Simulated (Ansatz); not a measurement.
# Re-Ti stack of (100) layers: lattice stability ahead of a resistivity run, part 2 of 3

The plan: relax Re-Ti stack of (100) layers, check its phonons, and, if the lattice is stable, compute its Eliashberg function and ρ(T).

Ansatz 0.2.0; DFT PBEsol, scalar-relativistic, plane waves, PAW; PAW set soft_1.

So far: The structure; Rough relaxation; Relaxing cell and atoms.

### Step 4. Tight relaxation

Residual forces and stress shift phonon frequencies, so the cell is relaxed again, with tight thresholds and the mesh and smearing of this input.

Contents of input.yaml:

```yaml
crystal:
  lattice:
    - [2.5285051872, 0.0, 0.0]
    - [0.0, 2.5285051872, 0.0]
    - [0.0, 0.0, 27.9332573082]
  atoms:
    - { symbol: Re, position: [0.0, 0.0, 0.1950399195] }
    - { symbol: Ti, position: [0.5, 0.5, 0.2727404706] }
  periodic: [true, true, false]
kpoints:
  mp_grid: { grid: [12, 12, 1] }
hamiltonian:
  xc: pbesol
  pseudopotentials: { kind: paw, azcp: { folder: soft_1 }, xc_functional: pbe }
scf:
  occupations: { method: methfessel_paxton, width: 0.2 }
output:
  forces: true
  stress: true
  eigenvalues: true
relax:
  adjacent_minimum: "off"
  f_tol: 0.001
  max_steps: 60
  cell: { stress_2d_tol: 0.002 }
```

Run with:

```bash
> ansatz run input.yaml --threads 4 --pin off --max-ram 12288MiB --backend cpu --events-out ev --progress --plain --runs-dir out
```

Numbers of over 12 decimals in the logs are rounded to 6 here.

What it wrote:

```text
[the first part of the log is left out]
  E_xc         = -467.783776
  E_vxc        = -432.806746  (∫ρ·V_xc dr)
  E_paw        = -9595.026825  (= ΣΔE_a)
  E_vpaw       = -329.943012  (= ΣTr[D̂ρ^β])
  E_aug_tail   = -0.000026  (compensation charges beyond the density's cutoff)
  E_ewald      = 26366.756065
  E_core_change = 0.372711  (= ΣΔE_core)
  E_smearing   = -0.008945  (= −TS)
  E_closure    = -0.000000  (closes the sum)
  Σ components = -13209.942342   (vs F -13209.942342, Δ=0.00e0)
--- Forces (eV/Å), atoms counted from 1 ---
[...]
0.001609      -0.000000      -0.000000
       -0.000000       0.001609       0.000000
       -0.000000       0.000000       0.000000
  P = ½ c Tr σ = 0.0016 N/m
--- Band table (eV; the first three rows and the last of 28) ---
[...]
--- Relaxed structure (4 steps of the walk, 3 accepted, 1 SCFs on fresh bases) ---
[...]
cell:  # Å, volume = 178.7242 Å³
    - [2.529478, 0, 0]
    - [0, 2.529478, 0]
    - [0, 0, 27.9332573082]
  atoms:
    - { symbol: Re, position: [1.689655748717259e-19, 0, 0.195119] }
    - { symbol: Ti, position: [0.500000, 0.500000, 0.272662] }
```

Elapsed: 21 s, on 4 threads of Arm Neoverse V1, shared host; peak memory 0.48 GiB; 77 s of CPU time.

Little changed from the start: no atom moved by 0.005 Å and no cell edge by 0.1 %.

### Step 5. Phonons: q 2×2×1, k 6×6×1

Couplings are defined for a stable lattice alone, so phonons come first.

input.yaml, the sections that differ from step 4:

```yaml
crystal:
  lattice:
    - [2.5294780934, 0.0, 0.0]
    - [0.0, 2.5294780934, 0.0]
    - [0.0, 0.0, 27.9332573082]
  atoms:
    - { symbol: Re, position: [0.0, 0.0, 0.1951186408] }
    - { symbol: Ti, position: [0.5, 0.5, 0.2726617493] }
  periodic: [true, true, false]
kpoints:
  mp_grid: { grid: [6, 6, 1] }
output:
  eigenvalues: true
phonons:
  method: dfpt
  qmesh: [2, 2, 1]
  temperatures: { t_max: 1000, t_step: 50 }
  qpath:
    path: [[0.0, 0.0, 0.0], [0.0, 0.5, 0.0], [0.5, 0.5, 0.0], [0.0, 0.0, 0.0]]
    npoints: 10
# hamiltonian, scf: as in step 4
# relax: removed
```

What it wrote:

```text
[...]
Crystal: 2 atoms, lattice volume = 178.724 Å³
Basis set: ecut = 420 eV, 3477 PW (Γ), exchange–correlation on 36×36×384 points (8 copies of the dense FFT grid, shifted against one another)
Bands: 18, of which v1, the nominal top of the filled ones, is band 14 counted from 1 (13 counted from 0)
Symmetry: 8 space group operations
k-points: 10 of 36
[...]
SCF iter   1: F=—  HF=-13211.936424 eV  |F-HF|=—  |Δ(HF+E_count)|=         —  Δρ=4.64e-2  dr2=2.67e1  ethr=3.10e-3  ⟨swp⟩=12.5  Hψ=1636  notcnv=0
[...]
SCF iter   2: F=—  HF=-13215.017401 eV  |F-HF|=—  |Δ(HF+E_count)|=    3.08e0  S|Δr|=    0.00e0  Δρ=6.34e-2  dr2=1.42e2  ethr=3.10e-3  ⟨swp⟩=11.2  Hψ=2323  notcnv=0  recentre
automatic band count: the SCF goes on with 22 bands, as 18 were too few: they end inside the smearing window of the response
SCF iter   3: F=—  HF=-13210.230577 eV  |F-HF|=—  |Δ(HF+E_count)|=    4.79e0  S|Δr|=    0.00e0  Δρ=1.84e-2  dr2=4.24e0  ethr=3.10e-3  ⟨swp⟩=5.7  Hψ=852  notcnv=0  defer=20
[...]
SCF iter  18: F=-13209.848413 eV  HF=-13209.848413 eV  |F-HF|=9.64e-11  |Δ(HF+E_count)|=  5.31e-10  S|Δr|=    0.00e0  Δρ=2.89e-8  dr2=1.95e-12  ethr=1.00e-12  ⟨swp⟩=28.0  Hψ=2445  notcnv=0
SCF 1 converged in 18 iterations: F = -13209.848413 eV  dr2 = 1.95e-12
[...]
phonons: the bands overlap, so this run is a metal and interpolates without the dipole-dipole term. If the crystal is really an insulator or semiconductor, its LO-TO splitting is missing
NSCF: frozen V_eff on 10 k-points
[...]
DFPT response loops at q = (0, 0, 0) (fractional): preconditioner auto → none (partly filled bands, converged f_vac=0.754); β = 0.50; Broyden in place of MSR1
[...]
SCF converged after 18 iterations
Stability not checked: this state was not tested for a lower state beside it, because cold or Methfessel-Paxton smearing, or corrected tetrahedra, fill the levels in a way that the test cannot read (fill_not_monotonic; see scf.lower_state_search)
Free energy (F): -13209.848413 eV
[...]
Internal energy: -13209.845163 eV  (E = F + TS)
E sigma→0 (E₀):  -13209.847600 eV
Entropy (-TS):   -0.003250 eV (-1.625 meV/atom)
Fermi energy:    -4.718090 eV
Step filling:    the computed levels leave a gap of 0.0292 eV = 0.1 smearing widths at the electron count; against every level under it full and every level over it empty, smearing changes F+E_penalty+E_count by +2.837 meV and its σ→0 estimate by +3.650 meV
[...]
--- Band table (eV; the first three rows and the last of 10) ---
  k-point 0: bands = [... 10 lower, -9.6037, -6.4475, -6.2500, -5.0199, -4.3728, -3.6259, -3.6259, -1.2732 (-1.2732°), ... 4 higher]
  k-point 1: bands = [... 10 lower, -8.7840, -6.7574, -5.6907, -5.5710, -4.6231, -3.4695, -3.4064, -2.2930, ... 4 higher]
  k-point 2: bands = [... 10 lower, -7.6043, -6.1916, -5.8300, -4.8599, -4.1525, -3.1610, -3.0642, -2.5798, ... 4 higher]
  k-point 9: bands = [... 10 lower, -8.2857, -8.2313, -3.8897, -3.8897, -3.2519, -2.1352, 0.7367, 1.8753, ... 4 higher]
  ° read free of the cell's end (the report's vacuum.weakly_bound_levels)
--- Phonons (Γ-DFPT): 4 representative perturbations + reference (Σ response iterations 23) ---
  ASR residual: 3.849e-5 → 0.000e0 eV/Å²; symmetrization residual: 8.615e-6 eV/Å²
  ASR residual per site (eV/Å²): 3.85e-5 1.21e-5
  Γ frequencies (cm⁻¹): -17.68 -17.68 0.00 0.00 0.00 214.55
--- Phonons (arbitrary-q DFPT): 3 irreducible q on the 2×2×1 mesh ---
  q = [0.0000, 0.0000, 0.0000] (star 1, of the zone-centre solve; hermiticity 2.67e-6, symmetrization 2.54e-12): -17.68 -17.68 -0.00 -0.00 0.00 214.55
  q = [0.0000, -0.5000, 0.0000] (star 2, 6 solved perturbations on 16 of 36 k-point pairs; hermiticity 5.45e-7, symmetrization 1.48e-9): -138.44 -84.81 33.74 126.38 195.31 335.64
  q = [-0.5000, -0.5000, 0.0000] (star 1, 4 solved perturbations in 52 linear systems a pass and spin channel, the states on 16 of 36 k-point pairs; hermiticity 5.12e-7, symmetrization 3.92e-10): -128.04 -80.32 174.91 174.91 376.41 376.41
  sum rule: each row above includes the acoustic sum rule's correction from the zone centre's row sums; it moved no ω² by more than (0.26 cm⁻¹)²
  mesh force constants: q→R imaginary residual 8.86e-18; ASR residual 3.849e-5 → 0.000e0 eV/Å²; symmetrization residual 1.066e-14 eV/Å²
  interpolated dispersion: 31 rows × 6 modes
  density of states and harmonic sums: on the 24×24×1 q-mesh, interpolated from the force constants of a 2×2×1 supercell (no non-analytic term)
  largest difference from the sums on the solved wave vectors: F 1.83e-1 eV, S 2.73e-4 and C_V 9.10e-5 eV/K
  zero-point energy: 0.046577 eV/cell   skipped modes (ω ≤ 0): 162, of them read as no rigid motion or as one in doubt: 159 (1.701e0 modes/cell left out, lowest -138.44 cm⁻¹)   left out of the sums: 2.84e-1 of the cell's modes: C_V's classical limit lies that fraction below 3 k_B per atom; for a crystal, a wire or a layer, F and S can be off by more, and a phonons.interpolated_qmesh denser along its periods is the remedy for the sampling
```

The job ended after 32 s (4 threads; peak memory 0.7 GiB; 2 min of CPU time).

In the SCF lines HF is the Harris–Foulkes energy and dr2 the Hartree energy of the density residual, in eV; the loop may stop once dr2 is under the threshold and the program's other checks hold. Hψ counts applications of the Hamiltonian.

This step gave:

| Property | Result |
| --- | --- |
| share of imaginary modes in the plain interpolation between solved wavevectors | 0.2895 |
| highest frequency, solved or plainly interpolated | 376.4 cm⁻¹ |

Solved on the 2×2×1 mesh alone; all other wavevectors are interpolated. Phonon branches along the path, in cm⁻¹:

```csv
point,branch 1,branch 2,branch 3,branch 4,branch 5,branch 6
Γ,-18,-18,0,0,0,215
halfway,-98,-60,-36,120,192,238
X,-138,-85,34,126,195,336
halfway,-51,36,108,181,248,356
M,-128,-80,175,175,376,376
halfway,-63,102,117,156,242,243
Γ,-18,-18,0,0,0,215
```

The phonon branches as a text plot (rows in cm⁻¹):

```
    366 |                        ************
    344 |                ********            ***
    323 |            ****           **          **
    301 |           *             **
    280 |         **                              **
    258 |
    237 |       **               *                  ***
    216 |******                                            ******
    194 |      ******************                      ****
    173 |                        ***************       **
    151 |    **                     **          *******  **
    130 |       ************      **              **
    108 |  **  *            ***  *                  ***    ***
     87 |    **                **                 **   **  ***
     65 | ***                                            **   **
     44 |                *       *                         *****
     22 | *          **** *****                 **            **
      1 |*                                                      *
    -20 |****     ***         *                                 *
    -42 |  *******             ***                       *******
    -63 |    ** ****        **    ****       ***  *******
    -85 |      *    ********        *********   **
   -106 |       ****                  *      ***
   -128 |           ********           ******
         Γ               X               M                      Γ
```

Lowest modes at the softest wavevector of the mesh. The modes at q = (0.500, 0.000, 0.000) (shares of kinetic energy by element, %) (negative means imaginary):

```csv
mode,frequency (cm⁻¹),Re %,Ti %
1,-138.4,0,100
2,-84.8,100,0
3,33.7,99,1
4,126.4,29,71
5,195.3,71,29
6,335.6,1,99
```

Displacements in mode 1 (-138.4 cm⁻¹), the largest set to 1, in the home cell:
```
Re1 0.00 0.00 0.00
Ti2 0.00 1.00 0.00
```

Displacements in mode 2 (-84.8 cm⁻¹), the largest set to 1, in the home cell:
```
Re1 0.00 1.00 0.00
Ti2 0.00 0.00 0.00
```

Among the solved wavevectors the lowest mode, translations apart, is -138 cm⁻¹, imaginary.

### Step 6. Lattice stability: q 3×3×1, k 9×9×1

An imaginary mode on so few k-points may come from the sampling, so the phonons are repeated with another q and k mesh.

input.yaml: that of step 5 with these lines changed.

```diff
@@ -10,3 +10,3 @@
 kpoints:
-  mp_grid: { grid: [6, 6, 1] }
+  mp_grid: { grid: [9, 9, 1] }
 hamiltonian:
@@ -20,3 +20,3 @@
   method: dfpt
-  qmesh: [2, 2, 1]
+  qmesh: [3, 3, 1]
   temperatures: { t_max: 1000, t_step: 50 }
```

What it wrote:

```text
[...]
Crystal: 2 atoms, lattice volume = 178.724 Å³
Basis set: ecut = 420 eV, 3477 PW (Γ), exchange–correlation on 36×36×384 points (8 copies of the dense FFT grid, shifted against one another)
Bands: 18, of which v1, the nominal top of the filled ones, is band 14 counted from 1 (13 counted from 0)
Symmetry: 8 space group operations
k-points: 15 of 81
[...]
SCF iter   1: F=—  HF=-13211.965757 eV  |F-HF|=—  |Δ(HF+E_count)|=         —  Δρ=4.03e-2  dr2=1.97e1  ethr=3.10e-3  ⟨swp⟩=12.2  Hψ=2435  notcnv=0
[...]
SCF iter  17: F=-13209.944440 eV  HF=-13209.944440 eV  |F-HF|=1.98e-10  |Δ(HF+E_count)|=  2.91e-10  S|Δr|=    0.00e0  Δρ=2.49e-8  dr2=2.22e-12  ethr=1.00e-12  ⟨swp⟩=27.5  Hψ=3385  notcnv=0
SCF 1 converged in 17 iterations: F = -13209.944440 eV  dr2 = 2.22e-12
[...]
SCF converged after 17 iterations
[...]
Free energy (F): -13209.944440 eV
[...]
Internal energy: -13209.930389 eV  (E = F + TS)
E sigma→0 (E₀):  -13209.940927 eV
Entropy (-TS):   -0.014050 eV (-7.025 meV/atom)
Fermi energy:    -4.711692 eV
[...]
--- Band table (eV; the first three rows and the last of 15) ---
  k-point 0: bands = [... 10 lower, -9.5329, -6.4499, -6.0835, -4.9489, -4.3585, -3.5797, -3.5797, -1.1620 (-1.1620°), ... 4 higher]
  k-point 1: bands = [... 10 lower, -9.1903, -6.4931, -5.8278, -5.1909, -4.7143, -3.5018, -3.4099, -1.6629 (-1.6629°), ... 4 higher]
  k-point 2: bands = [... 10 lower, -7.9399, -7.1796, -5.7433, -5.1752, -4.2494, -3.3619, -3.1920, -2.8004, ... 4 higher]
  k-point 14: bands = [... 10 lower, -8.1444, -7.9738, -4.1261, -3.7513, -3.0670, -2.0234, 0.0112, 0.7133, ... 4 higher]
  ° read free of the cell's end (the report's vacuum.weakly_bound_levels)
[...]
ASR residual: 2.793e-5 → 0.000e0 eV/Å²; symmetrization residual: 4.608e-6 eV/Å²
  ASR residual per site (eV/Å²): 2.33e-5 2.79e-5
  Γ frequencies (cm⁻¹): 0.00 0.00 0.00 46.57 46.57 225.11
--- Phonons (arbitrary-q DFPT): 3 irreducible q on the 3×3×1 mesh ---
[...]
interpolated dispersion: 31 rows × 6 modes
[...]
```

It took 71 s on 4 threads; peak memory 1 GiB; 4.6 min of CPU time.

Numbers from this step:

```yaml
share_of_imaginary_modes_in_the_plain_interpolation_between_solved_wavevectors: 0.1134
highest_frequency_solved_or_plainly_interpolated: 321.9 cm⁻¹
```

Solved on the 3×3×1 mesh alone; all other wavevectors are interpolated. The phonon branches at the labelled points (cm⁻¹):

```csv
point,branch 1,branch 2,branch 3,branch 4,branch 5,branch 6
Γ,0,0,0,47,47,225
halfway,-75,-62,43,134,200,247
X,-109,-97,116,169,226,309
halfway,106,131,167,200,230,317
M,140,175,192,192,322,322
halfway,79,103,144,186,216,248
Γ,0,0,0,47,47,225
```

The phonon branches as a text plot (rows in cm⁻¹):

```
    313 |              *************************
    295 |            **                      *****
    277 |           *               **          **
    259 |         **              **              **
    241 |      ***                                  *******
    223 |******     **************                  ***    ******
    205 |       ****             ******
    187 |                             *****************
    169 |      *    ******************************     **
    151 |         **              **            *******
    134 |    ** **               *  ************  **     **
    116 |      *       ********** **            **     **
     98 |  **        **          *                *****  *****
     80 |    **     *                               *****
     62 | ***     **           **                      **  *****
     44 |**     **                                       **   ***
     26 |  **  *            **                           *******
      8 |*   **                                            ***  *
    -10 | ***                                                 **
    -28 |  ****
    -46 |    ***              *
    -64 |      ***
    -82 |       *****     ****
   -100 |           ********
         Γ               X               M                      Γ
```

Lowest modes at the softest wavevector of the mesh. Modes at q = (-0.333, 0.000, 0.000), with each element's share of the kinetic energy (negative means imaginary):

```csv
mode,frequency (cm⁻¹),Re %,Ti %
1,-93.5,100,0
2,-81.7,0,100
3,73.8,81,19
4,161.1,87,13
5,216.8,24,76
6,276.3,8,92
```

Displacements in mode 1 (-93.5 cm⁻¹), the largest set to 1, in the home cell (x, y, z of the real part, then of the imaginary part):
```
Re1  0.00  1.00  0.00  0.00  0.01  0.00
Ti2  0.00 -0.07  0.00  0.00  0.11  0.00
```

Displacements in mode 4 (161.1 cm⁻¹), the largest set to 1, in the home cell (x, y, z of the real part, then of the imaginary part):
```
Re1  0.98  0.00 -0.05 -0.20  0.00 -0.26
Ti2 -0.02  0.00  0.75  0.06  0.00  0.25
```

The modes has structure finer than the step of the table below, so its rows give means over 20 cm⁻¹, whole bins alone (the curve runs from -118 to 341 cm⁻¹). Peaks (cm⁻¹: height): Re 60.6: 0.0151, 95.3: 0.0155, 115.5: 0.0204, 129.9: 0.0206, 167.4: 0.0296, 196.3: 0.0126, 222.3: 0.0134; Ti -80.8: 0.00535, 132.8: 0.00712, 167.4: 0.0343, 196.3: 0.0194, 222.3: 0.0218, 277.1: 0.0198, 311.8: 0.0231.

Phonopy on the run's constants, 21x21x1 mesh, Gaussian sigma 3.3 cm⁻¹. Table of modes by wavenumber; means over each step; values in 1/cm⁻¹/cell:

```csv
wavenumber (cm⁻¹),Re,Ti
-100,0.00473,0.00108
-80,0.00558,0.00382
-60,0.00441,0.00227
-40,0.00456,0.00153
-20,0.00313,8.6e-4
0,0.00317,0.00164
20,0.00444,0.00234
40,0.00662,0.00486
60,0.0105,0.00397
80,0.00926,0.00415
100,0.0146,0.00540
120,0.0185,0.00607
140,0.0133,0.00276
160,0.0181,0.0169
180,0.00812,0.00876
200,0.00799,0.0124
220,0.00833,0.0170
240,0.00259,0.0110
260,7.9e-4,0.00664
280,4.9e-4,0.00952
300,3.8e-4,0.0155
320,1.7e-4,0.0114
```

No LO-TO term; unit eigenvectors of the mass-weighted matrix. Modes at Γ, with each element's share of the kinetic energy:

```csv
mode,frequency (cm⁻¹),symmetry,Re %,Ti %
1,0.0,unnamed,80,20
2,0.0,unnamed,80,20
3,0.0,unnamed,80,20
4,46.6,E,20,80
5,46.6,E,20,80
6,225.1,A1,20,80
```

Displacements in mode 4 (46.6 cm⁻¹), the largest set to 1:
```
Re1 -0.26  0.01  0.00
Ti2  1.00 -0.02  0.00
```

Displacements in mode 6 (225.1 cm⁻¹), the largest set to 1:
```
Re1  0.00  0.00 -0.26
Ti2  0.00  0.00  1.00
```

Among the solved wavevectors the lowest mode, translations apart, is -93.5 cm⁻¹, imaginary.

(Part 2 of 3 ends here.)

[Logs are printed without paths, hosts, clocks, repeated set-up lines and the standing remarks that a program may print on its own settings, such as how far it seeks lower states.]

[Hosts, paths, dates, database ids (printed as entryN), source tags and the programs' standing remarks are cut or masked in the printed files.]
